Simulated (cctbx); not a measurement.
**Which space group?**

Cell: a = 4.4580 Å, b = 4.4580 Å, c = 12.1980 Å, α = 90.00°, β = 90.00°, γ = 90.00°. Expected content of the cell: Bi4 Ru4 Sr2.

Simulated single-crystal data (cctbx): Mo Kα, λ = 0.71073 Å, to d = 0.8 Å, 50 % of the full sphere, strongest reflection 40000 counts, noise from counting, a 2 % proportional error and a noise floor of 15 counts (s.d.); no absorption.

A first pass over the reflections prints:

```text
982 reflections to d = 0.803 A
centring   violations  <I/sigma> of those
    A        250 of   494     17.7
    B        259 of   506     17.7
    C        251 of   486     18.1
    I          0 of   482      0.0
    R        330 of   644     17.7
    F        380 of   743     17.8
Laue class    unique    Rint  (classes that these axes allow; Friedel mates merged)
I 1 2/m 1         248   0.016
I 1 1 2/m         246   0.015
I 2/m 1 1         255   0.015
I m m m           161   0.016
I 4/m             132   0.017
I 4/m m m          94   0.017
space group    extra absences  I>4sigma  <I/sigma>
I 4 2 2                 0          0         -  acentric
I 4 m m                 0          0         -  acentric
I -4 m 2                0          0         -  acentric
I -4 2 m                0          0         -  acentric
I 4/m m m               0          0         -  centric
Wilson B = 0.92 A^2   <|E^2-1|> = 0.687 (0.968 centric, 0.736 acentric)   E^2>4: 0.0 %
shell (A)         n   <I/sigma>
 6.10 - 1.53     17     69.1
 1.53 - 1.22     16     79.6
 1.22 - 1.06     12     77.8
 1.06 - 0.97     15     71.8
 0.97 - 0.90      9     78.9
 0.90 - 0.85     12     52.9
 0.85 - 0.80     13     77.7
```

Q: Read the symmetry from these tables.

The reflections that I centring forbids are absent (⟨I/σ⟩ near 0), so the lattice is I.

Rint stays low (0.015 to 0.017) up to I 4/m m m, the highest class in these axes.

5 settings pass the absence test. No glide or screw absences show, which leaves I 4 2 2, I 4 m m, I -4 m 2, I -4 2 m and I 4/m m m.

⟨|E²−1|⟩ = 0.687 leans to a non-centrosymmetric structure. Here that hint misleads: the statistic assumes many like atoms on general positions, and few, heavy or special-position atoms break it. The Wilson B of 0.92 Å² means U ≈ 0.0117 Å².

The true group is I4/mmm (no. 139), Laue class 4/mmm, centrosymmetric. The tables only narrow the choice to the tied entries; cell content, site symmetry and trial solutions must settle it.

The model is made up (kin elements in a known structure type, no relaxation), so it says nothing on whether the phase exists.

[Logs are printed without paths, hosts, clocks, repeated set-up lines and the standing remarks that a program may print on its own settings, such as how far it seeks lower states.]
